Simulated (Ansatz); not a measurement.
**AgB (built on the sites of a database entry of InAg): following an unstable mode**

Aim: this structure of AgB (built on the sites of a database entry of InAg) is to be tested for unstable modes, and one is followed downhill.

Main program and level: Ansatz 0.2.0; DFT PBEsol, scalar-relativistic, plane waves, PAW.

Report form: the programs' logs are mostly left out.

The structure was built from a prototype and need not be the compound's stable phase.

## Step 1: Set-up

It takes space group Pm-3m (No. 221, cubic). Conventional cell: a = 2.861 Å, b = 2.861 Å, c = 2.861 Å, α = 90.00°, β = 90.00°, γ = 90.00°. Nearest to B lie 8 Ag at 2.48 Å. Nearest to Ag lie 8 B at 2.48 Å. Farther neighbours are not listed.

Structure file:

```cif
data_structure
_symmetry_space_group_name_H-M 'Pm-3m'
_symmetry_Int_Tables_number 221
_cell_length_a 2.8609
_cell_length_b 2.8609
_cell_length_c 2.8609
_cell_angle_alpha 90.000
_cell_angle_beta 90.000
_cell_angle_gamma 90.000
_cell_volume 23.42
loop_
_atom_site_label
_atom_site_type_symbol
_atom_site_symmetry_multiplicity
_atom_site_Wyckoff_symbol
_atom_site_fract_x
_atom_site_fract_y
_atom_site_fract_z
_atom_site_occupancy
B1 B 1 b 0.50000 0.50000 0.50000 1
Ag1 Ag 1 a 0.00000 0.00000 0.00000 1
```

## Step 2: Phonons on a q mesh

The cell comes from relaxations at this level that are not shown. Stability and thermal properties need the whole zone. Linear response on a 4×4×4 q mesh gives force constants as far as a supercell of that size would.

Input file input.yaml:

```yaml
crystal:
  lattice:
    - [2.8609203463, 0.0, 0.0]
    - [0.0, 2.8609203463, 0.0]
    - [0.0, 0.0, 2.8609203463]
  atoms:
    - { symbol: B, position: [0.5, 0.5, 0.5] }
    - { symbol: Ag, position: [0.0, 0.0, 0.0] }
kpoints:
  mp_grid: { grid: [16, 16, 16] }
hamiltonian:
  xc: pbesol
scf:
  occupations: { method: methfessel_paxton, width: 0.2 }
output:
  eigenvalues: true
phonons:
  method: dfpt
  qmesh: [4, 4, 4]
  temperatures: { t_max: 1000, t_step: 50 }
  qpath:
    path:
      - [[0.0, 0.0, 0.0], [0.0, 0.5, 0.0], [0.5, 0.5, 0.0], [0.0, 0.0, 0.0], [0.5, 0.5, 0.5], [0.0, 0.5, 0.0]]
      - [[0.5, 0.5, 0.5], [0.5, 0.5, 0.0]]
    npoints: 10
```

Launch:

```
$ ansatz run input.yaml --threads 4 --pin off --max-ram 7168MiB --backend cpu --events-out ev --progress --plain --runs-dir out
```

Wall time 8.6 min (4 threads of Arm Neoverse N1, shared host); peak memory 2 GiB; 33 min of CPU time.

This step gave:

```yaml
volume_per_atom: 11.71 Å³
gap_on_the_k_mesh: 0 eV
sum_rule_residual_before_enforcement: 9.23e-6 eV/Å²
lowest_frequency_on_the_path: -141.7 cm⁻¹
point_group: m-3m
highest_frequency_on_the_path_or_at_a_solved_wavevector: 304.7 cm⁻¹
highest_optical_mode_at_the_zone_centre_no_lo_to_term: 187.5 cm⁻¹
lowest_optical_zone_centre_mode: 187.5 cm⁻¹
lowest_mode_on_the_q_mesh_acoustic_modes_at_gamma_apart: -141.7 cm⁻¹
```

Frequencies (cm⁻¹) solved at each irreducible wavevector; negative means imaginary. Frequencies by wavevector, by row:

| q in reciprocal lattice units | star | mode 1 | mode 2 | mode 3 | mode 4 | mode 5 | mode 6 |
| --- | --- | --- | --- | --- | --- | --- | --- |
| 0 0 0 | 1 | 0 | 0 | 0 | 187.5 | 187.5 | 187.5 |
| 0 0 0.25 | 6 | -12.4 | -12.4 | 119.3 | 190.3 | 190.3 | 217.5 |
| 0 0 -0.5 | 3 | 40.1 | 40.1 | 168.1 | 187.8 | 187.8 | 274.4 |
| 0 0.25 0.25 | 12 | 42.4 | 52.3 | 118.7 | 206.6 | 215.7 | 238.4 |
| 0 0.25 -0.5 | 12 | 64.5 | 91.6 | 113.1 | 228.3 | 238.4 | 239.4 |
| 0 -0.5 -0.5 | 3 | -54 | -54 | 67.5 | 235.9 | 235.9 | 250.3 |
| 0.25 0.25 0.25 | 8 | -21.3 | -21.3 | 116.2 | 195.3 | 195.3 | 304.7 |
| 0.25 0.25 -0.5 | 12 | -49.1 | 110.5 | 113.5 | 156.4 | 189.9 | 266.5 |
| 0.25 -0.5 -0.5 | 6 | -112.7 | -112.7 | 117.3 | 181.8 | 192.3 | 192.3 |
| -0.5 -0.5 -0.5 | 1 | -141.7 | -141.7 | -141.7 | 148.7 | 148.7 | 148.7 |

Interpolated from a 4×4×4 q mesh. Phonon branches along the path, in cm⁻¹:

| point | branch 1 | branch 2 | branch 3 | branch 4 | branch 5 | branch 6 |
| --- | --- | --- | --- | --- | --- | --- |
| Γ | 0 | 0 | 0 | 188 | 188 | 188 |
| halfway | -12 | -12 | 119 | 190 | 190 | 218 |
| X | 40 | 40 | 168 | 188 | 188 | 274 |
| halfway | 64 | 92 | 113 | 228 | 238 | 239 |
| M | -54 | -54 | 68 | 236 | 236 | 250 |
| halfway | 42 | 52 | 119 | 207 | 216 | 238 |
| Γ | 0 | 0 | 0 | 188 | 188 | 188 |
| halfway | -21 | -21 | 116 | 195 | 195 | 305 |
| R | -142 | -142 | -142 | 149 | 149 | 149 |
| halfway | -49 | 110 | 114 | 156 | 190 | 266 |
| X | 40 | 40 | 168 | 188 | 188 | 274 |
| jump to R | -142 | -142 | -142 | 149 | 149 | 149 |
| halfway | -113 | -113 | 117 | 182 | 192 | 192 |
| M | -54 | -54 | 68 | 236 | 236 | 250 |

Symmetry leaves 10 wavevectors to solve. The lowest mode among them, the acoustic zeros apart, lies at q = (-0.5, -0.5, -0.5) and is imaginary, 141.7i cm⁻¹, so the energy falls along it.

## Step 3: The mode frozen in, largest atomic shift 0 Å

The mode followed lies at q = (0.25, -0.5, -0.5) with frequency 112.7i cm⁻¹ and is 2-fold degenerate, one of the unstable modes though not the softest. At small amplitude the distorted cell has space group no. 98 by a symmetry search on the positions. The undistorted cell that holds it gives the zero of energy on the same k mesh.

System of this step: AgB (built on the sites of a database entry of InAg). The structure is cubic, space group Pm-3m (No. 221). Conventional cell: a = 2.861 Å, b = 2.861 Å, c = 2.861 Å, α = 90.00°, β = 90.00°, γ = 90.00°. Nearest to B lie 8 Ag at 2.48 Å. Nearest to Ag lie 8 B at 2.48 Å. Farther neighbours are not listed.

Input file input.yaml:

```yaml
crystal:
  lattice:
    - [0.0, -2.8609203463, -2.8609203463]
    - [0.0, -2.8609203463, 2.8609203463]
    - [-5.7218406927, -2.8609203463, 0.0]
  atoms:
    - { symbol: B, position: [0.375, 0.875, 0.25] }
    - { symbol: B, position: [0.875, 0.375, 0.25] }
    - { symbol: B, position: [0.125, 0.625, 0.75] }
    - { symbol: B, position: [0.625, 0.125, 0.75] }
    - { symbol: Ag, position: [0.5, 0.5, 0.0] }
    - { symbol: Ag, position: [1.0, 0.0, 0.0] }
    - { symbol: Ag, position: [0.25, 0.25, 0.5] }
    - { symbol: Ag, position: [0.75, 0.75, 0.5] }
kpoints:
  mp_grid: { grid: [10, 10, 10] }
hamiltonian:
  xc: pbesol
scf:
  occupations: { method: methfessel_paxton, width: 0.2 }
output:
  forces: true
  stress: true
  eigenvalues: true
```

The job ended after 11 s (4 threads; peak memory 0.64 GiB; 44 s of CPU time).

This step gave:

| Item | Value |
| --- | --- |
| pressure | 0.02445 GPa |
| energy from the undistorted cell | 0 meV/atom |

The run ends at a pressure of 0.02 GPa.

## Step 4: The mode frozen in, largest atomic shift 0.32 Å

The atoms are moved along the unstable eigenvector, the largest shift by 0.32 Å, with the cell fixed.

input.yaml, the sections that differ from step 3:

```yaml
crystal:
  lattice:
    - [0.0, -2.8609203463, -2.8609203463]
    - [0.0, -2.8609203463, 2.8609203463]
    - [-5.7218406927, -2.8609203463, 0.0]
  atoms:
    - { symbol: B, position: [0.4540913911, 0.875, 0.25] }
    - { symbol: B, position: [0.7959086089, 0.375, 0.25] }
    - { symbol: B, position: [0.125, 0.7040913911, 0.75] }
    - { symbol: B, position: [0.625, 0.0459086089, 0.75] }
    - { symbol: Ag, position: [0.4890616566, 0.4890616566, 0.0] }
    - { symbol: Ag, position: [1.0109383434, 0.0109383434, 0.0] }
    - { symbol: Ag, position: [0.2390616566, 0.2609383434, 0.5] }
    - { symbol: Ag, position: [0.7609383434, 0.7390616566, 0.5] }
# kpoints, hamiltonian, scf, output: as in step 3
```

Run time: 18 s. Hardware: 4 threads; peak memory 0.62 GiB.

Numbers from this step:

```yaml
pressure: 3.147 GPa
energy_from_the_undistorted_cell: -8.019 meV/atom
```

The energy, extrapolated to zero smearing, is -8.02 meV/atom against the undistorted cell.

The run ends at a pressure of 3.15 GPa, with forces up to 0.37 eV/Å.

## Step 5: Energy along the mode, all amplitudes (two of the runs are shown above)

An imaginary frequency means negative curvature, so the energy should fall and then rise again as anharmonic terms take over.

This step gave:

```
depth at the lowest point sampled  : 8.019 meV/atom
largest atomic shift at that point : 0.32 Å
```

Table of energy from the parent by largest atomic shift:

| largest atomic shift (Å) | energy from the parent (meV/atom) |
| --- | --- |
| 0.000 | 0 |
| 0.040 | -0.363 |
| 0.080 | -1.38 |
| 0.140 | -3.66 |
| 0.220 | -7.01 |
| 0.320 | -8.02 |
| 0.450 | 9.57 |

Displacement at unit largest shift by atom:

| atom | x (Å) | y (Å) | z (Å) | size |
| --- | --- | --- | --- | --- |
| B1 | 0.000 | -0.707 | -0.707 | 1.000 |
| B2 | 0.000 | 0.707 | 0.707 | 1.000 |
| B3 | 0.000 | -0.707 | 0.707 | 1.000 |
| B4 | 0.000 | 0.707 | -0.707 | 1.000 |
| Ag5 | 0.000 | 0.196 | 0.000 | 0.196 |
| Ag6 | 0.000 | -0.196 | 0.000 | 0.196 |
| Ag7 | 0.000 | 0.000 | 0.196 | 0.196 |
| Ag8 | 0.000 | 0.000 | -0.196 | 0.196 |

The lowest of the steps tried is at 0.32 Å, 8.02 meV/atom below the parent; the bottom of the well need not coincide with a step.

## Step 6: Relaxing from the distorted cell

Starting from the lowest point found, all atoms and the cell are let go, so that strain and other modes of the same symmetry can join in.

Edit input.yaml of step 4 so:

```diff
@@ -24 +24,10 @@
   eigenvalues: true
+  write_density: true
+  write_potential: true
+  elf: true
+  volumetric_format: npy
+relax:
+  adjacent_minimum: "off"
+  f_tol: 0.002
+  max_steps: 120
+  cell: { stress_tol: 0.03 }
```

Wall time 8.3 min (4 threads); peak memory 0.74 GiB; 33 min of CPU time.

The steps of the relaxation:

| step | energy less that of the first step (eV) | largest force component (eV/Å) | pressure (GPa) | volume (Å³) |
| --- | --- | --- | --- | --- |
| 1 | 0.0000 | 0.3719 | 3.15 | 93.66 |
| 2 | -0.0802 | 0.0712 | -0.05 | 95.71 |
| 3 | -0.1450 | 0.2691 | -0.49 | 96.29 |
| 4 | -0.2994 | 0.3869 | -1.07 | 97.43 |
| 5 | -0.6080 | 0.5501 | -1.02 | 98.26 |
| 6 | -1.0055 | 0.6876 | -0.74 | 98.73 |
| 7 | -1.4008 | 0.7102 | -1.34 | 99.39 |
| 8 | -1.8095 | 0.3467 | -2.04 | 101.28 |
| 9 | -1.8191 | 0.0986 | 2.34 | 99.82 |
| 10 | -1.8263 | 0.0538 | 0.19 | 100.32 |
| 11 | -1.8312 | 0.0054 | -0.05 | 100.64 |
| 12 | -1.8312 | 0.0003 | 0.00 | 100.61 |
| 13* | -2.3889 | 0.0120 | 6.40 | 100.61 |
| 14 | -2.7334 | 0.0974 | 4.64 | 103.12 |
| 15 | -2.9302 | 0.0701 | 1.56 | 106.04 |
| 16 | -2.9683 | 0.0033 | -0.69 | 108.31 |
| 17 | -2.9694 | 0.0346 | 0.91 | 106.95 |
| 18 | -2.9710 | 0.0017 | 0.02 | 107.64 |
| 19* | -2.9809 | 0.0019 | 0.11 | 107.64 |
| 20 | -2.9809 | 0.0003 | 0.01 | 107.75 |
| 21* | -2.9810 | 0.0003 | 0.01 | 107.75 |

Relaxation steps marked * repeat the geometry before them on a plane-wave basis chosen anew for their cell, so energy and pressure can jump there.

Forces are held to the 8 operations that the run works with; a distortion that breaks them can't arise in this run.

| cell as run | before | after | change |
| --- | --- | --- | --- |
| a (Å) | 4.046 | 3.612 | -10.7 % |
| b (Å) | 4.046 | 3.612 | -10.7 % |
| c (Å) | 6.397 | 8.643 | +35.1 % |
| α (°) | 71.57 | 77.94 | +8.9 % |
| β (°) | 71.57 | 77.94 | +8.9 % |
| volume (Å³/atom) | 11.71 | 13.47 | +15.0 % |

The atoms that moved most (Å, as changes of fractional coordinates times the final cell):

| atom | dx | dy | dz | length |
| --- | --- | --- | --- | --- |
| B3 | 0.000 | -0.417 | 0.417 | 0.589 |
| B4 | 0.000 | 0.417 | -0.417 | 0.589 |
| B1 | 0.000 | -0.417 | -0.417 | 0.589 |
| B2 | 0.000 | 0.417 | 0.417 | 0.589 |
| Ag6 | 0.000 | 0.053 | 0.000 | 0.053 |
| Ag8 | 0.000 | 0.000 | 0.053 | 0.053 |
| Ag5 | 0.000 | -0.053 | 0.000 | 0.053 |
| Ag7 | 0.000 | 0.000 | -0.053 | 0.053 |

Numbers from this step:

```yaml
pressure: 0.006453 GPa
volume_per_atom: 13.47 Å³
```

Electrostatic potential energy in the ac plane of the conventional cell at fractional y = 0.249, with atoms of B and Ag within 0.2 Å of it. With pseudopotentials it is smooth inside the atoms' cores, unlike the true potential.

Values in eV, 24 rows by 14 columns, each cell a mean:
```
  1 -11 -21 -24 -23 -17  -7   7  13  15  16  16  14  12
 14  12   8   6   6   9  13  15  15  16  15  15  16  15
 15  15  13  12  12  14  15  15  14  12  11  11  13  15
 16  15  13  12  12  14  15  15  15  13  12  12  14  15
 12   8   2  -1   0   4   9  14  15  16  16  16  16  15
 -2 -15 -24 -28 -27 -21 -12   4  12  15  16  15  14  11
  1 -11 -20 -24 -23 -17  -7   6  13  15  16  16  14  11
  6   6   6   5   7  10  13  15  16  16  16  14  11   8
-28 -23  -4   9  14  16  17  17  17  16  12   3 -17 -27
-21 -15   1  10  14  16  17  17  17  16  13   6  -9 -19
  9   5   1  -1   0   4  10  14  16  16  16  15  14  12
 -3 -15 -25 -28 -27 -21 -12   4  12  15  16  15  14  10
  1 -10 -20 -24 -24 -17  -8   6  13  15  16  16  14  12
 14  12   8   6   6   9  12  15  15  15  15  15  16  15
 15  15  13  12  12  14  15  15  14  12  10  11  13  15
 15  15  13  12  12  14  15  15  15  13  12  12  14  15
 12   7   2  -1   0   4   9  14  15  16  16  16  16  15
 -3 -15 -25 -28 -27 -21 -11   4  12  15  16  15  14  10
  1 -11 -20 -24 -23 -17  -7   6  13  15  16  16  15  12
 15  12   8   6   5   6   6   7   9  13  15  16  16  16
 17  17  16  13   6 -13 -26 -28 -25 -10   7  14  16  17
 17  17  15  13   8  -6 -18 -21 -17  -3   9  14  16  17
 13   8   2  -1  -1   2   6  10  12  14  16  16  16  15
 -3 -15 -25 -28 -28 -21 -12   4  12  15  16  15  14  10
```
Columns run along a (3.6 Å; values clipped at the 3rd and 97th percentile), rows up along c (16.5 Å), edges of the conventional cell, whose origin can differ from the input's. Atoms in or near the plane, at fractional coordinates: B at (0.99, 0.62), B at (0.51, 0.12), Ag at (0.25, 0.00), Ag at (0.25, 0.50), Ag at (0.25, 0.25), Ag at (0.25, 0.75).

ELF in the ac plane of the conventional cell at fractional y = 0.249, with atoms of B and Ag within 0.2 Å of it. It is the smooth field of the valence electrons, not physical close to the nuclei.

Values, 24 rows by 14 columns, each cell a mean:
```
0.29 0.43 0.56 0.62 0.61 0.52 0.39 0.24 0.18 0.16 0.16 0.17 0.17 0.19
0.23 0.24 0.26 0.29 0.29 0.26 0.23 0.22 0.25 0.27 0.29 0.29 0.28 0.25
0.54 0.52 0.49 0.48 0.48 0.50 0.53 0.55 0.56 0.52 0.49 0.49 0.54 0.56
0.47 0.45 0.43 0.43 0.43 0.44 0.46 0.48 0.49 0.48 0.45 0.46 0.49 0.49
0.20 0.24 0.30 0.32 0.31 0.27 0.22 0.20 0.21 0.23 0.24 0.23 0.21 0.19
0.33 0.48 0.63 0.71 0.69 0.58 0.44 0.26 0.19 0.17 0.16 0.16 0.17 0.20
0.29 0.42 0.55 0.62 0.61 0.52 0.40 0.25 0.18 0.16 0.16 0.17 0.19 0.20
0.43 0.41 0.36 0.31 0.26 0.22 0.18 0.14 0.13 0.17 0.26 0.35 0.42 0.44
0.18 0.30 0.48 0.50 0.38 0.21 0.11 0.08 0.12 0.28 0.44 0.48 0.32 0.18
0.31 0.41 0.52 0.47 0.34 0.20 0.12 0.09 0.12 0.25 0.42 0.49 0.40 0.30
0.35 0.34 0.34 0.33 0.31 0.27 0.22 0.16 0.14 0.16 0.21 0.29 0.34 0.36
0.33 0.48 0.63 0.71 0.70 0.59 0.45 0.27 0.19 0.16 0.16 0.16 0.18 0.20
0.30 0.44 0.56 0.63 0.61 0.51 0.38 0.23 0.18 0.17 0.17 0.16 0.17 0.19
0.23 0.24 0.27 0.29 0.28 0.25 0.23 0.24 0.27 0.29 0.29 0.29 0.27 0.24
0.55 0.52 0.49 0.48 0.48 0.51 0.53 0.56 0.56 0.52 0.49 0.49 0.54 0.57
0.48 0.45 0.44 0.44 0.44 0.44 0.46 0.48 0.50 0.48 0.46 0.47 0.49 0.50
0.20 0.23 0.28 0.32 0.32 0.28 0.22 0.19 0.20 0.22 0.23 0.24 0.23 0.21
0.33 0.48 0.63 0.71 0.69 0.58 0.44 0.26 0.18 0.16 0.16 0.16 0.17 0.20
0.31 0.44 0.57 0.62 0.60 0.51 0.38 0.24 0.20 0.18 0.17 0.16 0.16 0.19
0.16 0.19 0.24 0.28 0.33 0.38 0.42 0.43 0.43 0.40 0.32 0.22 0.15 0.13
0.08 0.14 0.27 0.43 0.52 0.43 0.25 0.16 0.22 0.40 0.49 0.40 0.21 0.10
0.09 0.14 0.25 0.39 0.50 0.48 0.37 0.28 0.32 0.45 0.48 0.36 0.19 0.10
0.18 0.24 0.29 0.32 0.33 0.34 0.35 0.36 0.36 0.33 0.26 0.19 0.14 0.14
0.34 0.49 0.64 0.72 0.70 0.58 0.43 0.26 0.19 0.17 0.16 0.16 0.17 0.20
```
Columns run along a (3.6 Å), rows up along c (16.5 Å), edges of the conventional cell, whose origin can differ from the input's. Atoms in or near the plane, at fractional coordinates: B at (0.99, 0.62), B at (0.51, 0.12), Ag at (0.25, 0.00), Ag at (0.25, 0.50), Ag at (0.25, 0.25), Ag at (0.25, 0.75).

Valence density in the ac plane of the conventional cell at fractional y = 0.249, with atoms of B and Ag within 0.2 Å of it. It is the smooth field of the valence electrons, not physical close to the nuclei.

Ten steps, logarithmic in the rise over the least value, from '0' (0 e/Å³) to '9' (14 e/Å³), each cell a mean:
```
46899753110012
12333221100011
11111111111111
11111111111111
23455421100001
47999863210012
46899753110012
23333210000112
23221000001222
33221000001222
23454321000112
47999863210012
46899753110012
12333221110011
11111111111111
11111111111111
23455421100011
47999863110012
46899753110012
12233322211000
00012332221100
00012333221000
13454432110000
47999863210012
```
Columns run along a (3.6 Å), rows up along c (16.5 Å), edges of the conventional cell, whose origin can differ from the input's. Atoms in or near the plane, at fractional coordinates: B at (0.99, 0.62), B at (0.51, 0.12), Ag at (0.25, 0.00), Ag at (0.25, 0.50), Ag at (0.25, 0.25), Ag at (0.25, 0.75).

The distorted start has space group I4_122; the relaxation ends in I4_122.

## Step 7: The new phase in its own primitive cell

The relaxed structure is symmetrised, reduced to its primitive cell and relaxed tightly, as its phonons need.

Input file input.yaml:

```yaml
crystal:
  lattice:
    - [-1.8062315779, 1.8062315779, 8.2568745536]
    - [1.8062315779, -1.8062315779, 8.2568745536]
    - [1.8062315779, 1.8062315779, -8.2568745536]
  atoms:
    - { symbol: B, position: [0.875, 0.6172605189, 0.2422605189] }
    - { symbol: B, position: [0.375, 0.6327394811, 0.7577394811] }
    - { symbol: B, position: [0.3672605189, 0.625, 0.2422605189] }
    - { symbol: B, position: [0.3827394811, 0.125, 0.7577394811] }
    - { symbol: Ag, position: [0.2493692457, 0.2493692457, 0.4987384915] }
    - { symbol: Ag, position: [0.7506307543, 0.7506307543, 0.5012615085] }
    - { symbol: Ag, position: [0.5006307543, 0.4993692457, 0.5] }
    - { symbol: Ag, position: [0.9993692457, 0.0006307543, 0.5] }
kpoints:
  mp_grid: { grid: [14, 14, 14] }
hamiltonian:
  xc: pbesol
scf:
  occupations: { method: methfessel_paxton, width: 0.2 }
output:
  forces: true
  stress: true
  eigenvalues: true
relax:
  adjacent_minimum: "off"
  f_tol: 0.001
  max_steps: 60
  cell: { stress_tol: 0.01 }
```

It took 3.1 min on 4 threads; peak memory 1.2 GiB.

Little changed from the start: no atom moved by 0.005 Å and no cell edge by 0.1 %.

Numbers from this step:

- pressure: 0.001076 GPa

The largest force component left is 0.12 meV/Å and the pressure is 0.001 GPa, within the tolerances set. The cell now holds 13.47 Å³/atom.

## Step 8: Summary of results

| Item | Value |
| --- | --- |
| unstable mode of the parent | q = (0.25, -0.5, -0.5), 113i cm⁻¹ |
| depth at the lowest point sampled | 8.02 meV/atom |
| largest atomic shift at that point | 0.32 Å |
| space group reached (within 0.01 Å) | I4_122 |
| energy gained over the parent (first relaxation, on the mesh of the frozen mode) | 381 meV/atom |
| volume per atom, phase reached | 13.5 Å³ |

In words: Along this mode the structure falls into I4_122, 381 meV/atom below the parent. At the parent's cell the well is 8.019 meV/atom deep on the steps tried, with its lowest point at a shift of 0.32 Å. Relaxing atoms and cell changes the gain by +372.70 meV/atom against the lowest step (energies at zero smearing). Most of the total comes from this relaxation. The modes of the phase reached were not computed on this path. Of the 5 patterns followed to their end from this parent, this one ends 535 meV/atom above the lowest, Imma. Each path keeps the symmetry of its pattern, so a lower phase may lie along a pattern not tried. With no gap, or one that is small against the smearing, the frequencies hang on the k mesh and the smearing, most of all near Kohn anomalies. The starting cell was built on a prototype and not taken from a measurement, so the phase need not exist.

[Logs are printed without paths, hosts, clocks, repeated set-up lines and the standing remarks that a program may print on its own settings, such as how far it seeks lower states.]

[Hosts, paths, dates, database ids (printed as entryN), source tags and the programs' standing remarks are cut or masked in the printed files.]
